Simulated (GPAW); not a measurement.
# Screening of a field by Sc2COS MXene monolayer, part 2 of 2

Aim: the dipole that a field along the normal induces in Sc2COS MXene monolayer.

GPAW 26.7.0; GPAW, PAW setups; layer in a repeated cell with vacuum, relaxation of atoms and in-plane cell (the session's first sound run).

So far. Step 5 (In a field): The dipole is now -0.0111 e Å, against 0.023 in the run without a field.

### Step 8. Field on

Level of this step: GPAW, PAW setups; slab in vacuum (GPAW).

run.py reads:

```python
import json
import numpy as np
from ase import Atoms
from gpaw import GPAW, PW
from gpaw.external import ConstantElectricField

slab = Atoms(
    ['S', 'Sc', 'C', 'Sc', 'O'],
    positions=[
        [0.00000, 1.91028, 8.00000],
        [1.65435, 0.95514, 9.63901],
        [-0.00000, -0.00000, 10.90003],
        [0.00000, 1.91028, 12.58002],
        [1.65435, 0.95514, 13.28530]],
    cell=[[3.3087, -0.0, 0.0], [-1.65435, 2.86542, 0.0], [0.0, 0.0, 21.2853]],
    pbc=[True, True, False])

slab.calc = GPAW(mode=PW(500), xc='PBE', kpts={'size': (12, 12, 1), 'gamma': True},
                 occupations={'name': 'fermi-dirac', 'width': 0.05}, nbands='160%',
                 convergence={'density': 1e-05}, maxiter=200,
                 poissonsolver={'dipolelayer': 'xy'},
                 external=ConstantElectricField(0.1, [0, 0, 1]),
                 symmetry={'tolerance': 1e-3}, txt='slab.txt')
result = {}
energy = slab.get_potential_energy()
fermi = slab.calc.get_fermi_level()
v = slab.calc.get_electrostatic_potential().mean((0, 1)) - fermi
n = slab.calc.get_pseudo_density().mean((0, 1))
L = slab.cell[2, 2]
z = np.arange(len(v)) * L / len(v)
low, high = slab.positions[:, 2].min(), slab.positions[:, 2].max()
below, above = np.interp([low - 5.8, high + 5.8], z, v)
slopes = [np.interp(x, z, np.gradient(v, z)) for x in (low - 5.8, high + 5.8)]
eps = np.array([[slab.calc.get_eigenvalues(k, s) for k in range(len(slab.calc.get_ibz_k_points()))]
                for s in range(slab.calc.get_number_of_spins())]) - fermi
top, bottom = eps[eps < 0].max(), eps[eps > 0].min()
dipole = slab.get_dipole_moment()[2]
print(f'energy {energy:.4f} eV, Fermi level {fermi:.4f} eV, dipole {dipole:.5f} e A')
print(f'potential 5.8 A off the faces, from the Fermi level: lower {below:.4f} eV, upper {above:.4f} eV')
print(f'slope of the potential there: lower {slopes[0]:.5f}, upper {slopes[1]:.5f} eV/A')
print(f'nearest levels on the mesh: {top:.4f} and {bottom:.4f} eV')
print('magnetic moment', round(slab.get_magnetic_moment(), 3))
result.update(energy=energy, fermi=fermi, dipole=dipole, below=below, above=above, slopes=slopes, edges=[top, bottom],
              z=z.tolist(), v=v.tolist(), n=n.tolist(), positions=slab.positions.tolist(),
              forces=slab.get_forces(apply_constraint=False).tolist(), moments=slab.get_magnetic_moments().tolist())
json.dump(result, open('result.json', 'w'))
```

The run is started by

```console
$ OMP_NUM_THREADS=1 OPENBLAS_NUM_THREADS=1 python run.py
```

Output:

```text
energy -33.7313 eV, Fermi level -2.1067 eV, dipole 0.05952 e A
potential 5.8 A off the faces, from the Fermi level: lower 6.9844 eV, upper 5.8516 eV
slope of the potential there: lower -0.00120, upper -0.00079 eV/A
nearest levels on the mesh: -0.0585 and 0.0416 eV
magnetic moment 0.0
```

The job ended after 5.6 min (1 thread of Arm Neoverse V1, shared host; peak memory 0.57 GiB).

The electrostatic potential energy of an electron (without an applied field's), less the Fermi level, planar mean oscillates, so the rows of the table below give means over windows of 0.5 Å about each position, cut where the curve ends. Its maxima inside the range that stand out by 2 % of the span (Å: eV): 0.48: 6.99, 8.74: -2.35, 10.45: -3.92, 11.59: -0.198. Its minima: 7.98: -15.6, 9.60: -12.9, 10.83: -7.87, 12.64: -13.9.

The electrostatic potential energy of an electron (without an applied field's), less the Fermi level, planar mean by z; means over each step:

z (Å), electrostatic potential energy of an electron (without an applied field's), less the Fermi level, planar mean (eV) and a bar from the least value:
```
      0.0        6.6 #############################
      0.5        7.0 ##############################
      1.0        7.0 ##############################
      1.5        7.0 ##############################
      2.0        7.0 ##############################
      2.5        7.0 ##############################
      3.0        7.0 ##############################
      3.5        7.0 ##############################
      4.0        7.0 ##############################
      4.5        7.0 ##############################
      5.0        7.0 ##############################
      5.5        7.0 ##############################
      6.0        6.9 ##############################
      6.5        6.5 #############################
      7.0        4.8 ###########################
      7.5       -2.7 ################
      8.0      -13.6 
      8.5       -5.5 ############
      9.0       -4.3 ##############
      9.5      -11.4 ###
     10.0       -8.7 #######
     10.5       -4.8 #############
     11.0       -6.1 ###########
     11.5       -0.8 ###################
     12.0       -4.7 #############
     12.5      -12.6 #
     13.0      -12.8 #
     13.5       -6.0 ###########
     14.0        3.3 #########################
     14.5        5.4 ############################
     15.0        5.8 ############################
     15.5        5.8 ############################
     16.0        5.8 ############################
     16.5        5.9 ############################
     17.0        5.9 ############################
     17.5        5.9 ############################
     18.0        5.9 ############################
     18.5        5.9 ############################
     19.0        5.9 ############################
     19.5        5.9 ############################
     20.0        5.9 ############################
     20.5        5.9 ############################
     21.0        6.0 #############################
```

The dipole is now 0.0595 e Å, against 0.023 in the run without a field.

### Step 9. Field on

run.py: that of step 8 with these lines changed.

```diff
@@ -21,3 +21,3 @@
                  poissonsolver={'dipolelayer': 'xy'},
-                 external=ConstantElectricField(0.1, [0, 0, 1]),
+                 external=ConstantElectricField(0.2, [0, 0, 1]),
                  symmetry={'tolerance': 1e-3}, txt='slab.txt')
```

Output:

```text
energy -33.7389 eV, Fermi level -2.1261 eV, dipole 0.09483 e A
potential 5.8 A off the faces, from the Fermi level: lower 7.3477 eV, upper 5.5412 eV
slope of the potential there: lower -0.00120, upper -0.00079 eV/A
nearest levels on the mesh: -0.0571 and 0.0417 eV
magnetic moment 0.0
```

It took 5.7 min on 1 thread; peak memory 0.57 GiB.

The dipole is now 0.0948 e Å, against 0.023 in the run without a field.

### Step 10. In a field

run.py: that of step 9 with these lines changed.

```diff
@@ -21,3 +21,3 @@
                  poissonsolver={'dipolelayer': 'xy'},
-                 external=ConstantElectricField(0.2, [0, 0, 1]),
+                 external=ConstantElectricField(0.3, [0, 0, 1]),
                  symmetry={'tolerance': 1e-3}, txt='slab.txt')
```

Output:

```text
energy -33.7501 eV, Fermi level -2.1460 eV, dipole 0.13017 e A
potential 5.8 A off the faces, from the Fermi level: lower 7.7121 eV, upper 5.2311 eV
slope of the potential there: lower -0.00119, upper -0.00078 eV/A
nearest levels on the mesh: -0.0557 and 0.0417 eV
magnetic moment 0.0
```

Elapsed: 5.4 min, on 1 thread; peak memory 0.57 GiB.

The electrostatic potential energy of an electron (without an applied field's), less the Fermi level, planar mean by z:

z (Å), electrostatic potential energy of an electron (without an applied field's), less the Fermi level, planar mean (eV) and a bar from the least value:
```
      0.0        6.5 ############################
      0.5        7.7 ##############################
      1.0        7.7 ##############################
      1.5        7.7 ##############################
      2.0        7.7 ##############################
      2.5        7.7 ##############################
      3.0        7.7 ##############################
      3.5        7.7 ##############################
      4.0        7.7 ##############################
      4.5        7.7 ##############################
      5.0        7.7 ##############################
      5.5        7.7 ##############################
      6.0        7.6 ##############################
      6.5        7.3 #############################
      7.0        5.7 ###########################
      7.5       -1.5 ##################
      8.0      -15.0 
      8.5       -4.4 ##############
      9.0       -3.5 ###############
      9.5      -12.0 ####
     10.0       -8.5 #########
     10.5       -4.2 ##############
     11.0       -7.0 ##########
     11.5       -0.4 ###################
     12.0       -4.6 ##############
     12.5      -13.6 ##
     13.0      -13.0 ###
     13.5       -6.6 ###########
     14.0        3.1 ########################
     14.5        4.8 ##########################
     15.0        5.2 ###########################
     15.5        5.2 ###########################
     16.0        5.2 ###########################
     16.5        5.2 ###########################
     17.0        5.2 ###########################
     17.5        5.2 ###########################
     18.0        5.2 ###########################
     18.5        5.2 ###########################
     19.0        5.2 ###########################
     19.5        5.2 ###########################
     20.0        5.2 ###########################
     20.5        5.2 ###########################
     21.0        5.5 ###########################
```

The dipole is now 0.130 e Å, against 0.023 in the run without a field.

### Step 11. The series

The members are put on one axis.

This step: induced dipole against applied field (GPAW 26.7.0).

Table of dipole along the normal by field:

```csv
field (V/Å),dipole along the normal (e·Å)
-0.200,-0.0464
-0.100,-0.0111
-0.050,0.00655
0.000,0.0233
0.050,0.0419
0.100,0.0595
0.200,0.0948
0.300,0.130
```

### Step 12. Summary of results

```yaml
work_function_upper_and_lower_face: 6.163 and 6.622 eV
dipole_along_the_normal: 0.0233 e Å
induced_dipole_per_field: 0.353 e Å per V/Å
out_of_plane_polarisability_per_area_alpha_eps_0_a: 6.74 Å
```

In words: The field induces 0.353 e Å per V/Å, a polarisable thickness α/(ε0 A) of 6.74 Å beside 5.29 Å between the outermost nuclei. A perfect conductor would give the distance between its two image planes; a dielectric of thickness t gives t(1 - 1/ε). The two faces differ by 0.46 eV, the step that the slab's dipole makes (e p/(ε0 A) gives 0.44 eV), so the dipole layer is needed. The induced dipole is linear in the field over this range. The relaxation of atoms and cell ran in a fully periodic cell without the dipole layer, so the atoms of this polar layer felt a small spurious field. The layer's cell and atoms come from the relaxation; spin-orbit coupling and temperature are left out.

[Logs are printed without paths, hosts, clocks, repeated set-up lines and the standing remarks that a program may print on its own settings, such as how far it seeks lower states.]

[Hosts, paths, dates, database ids (printed as entryN), source tags and the programs' standing remarks are cut or masked in the printed files.]
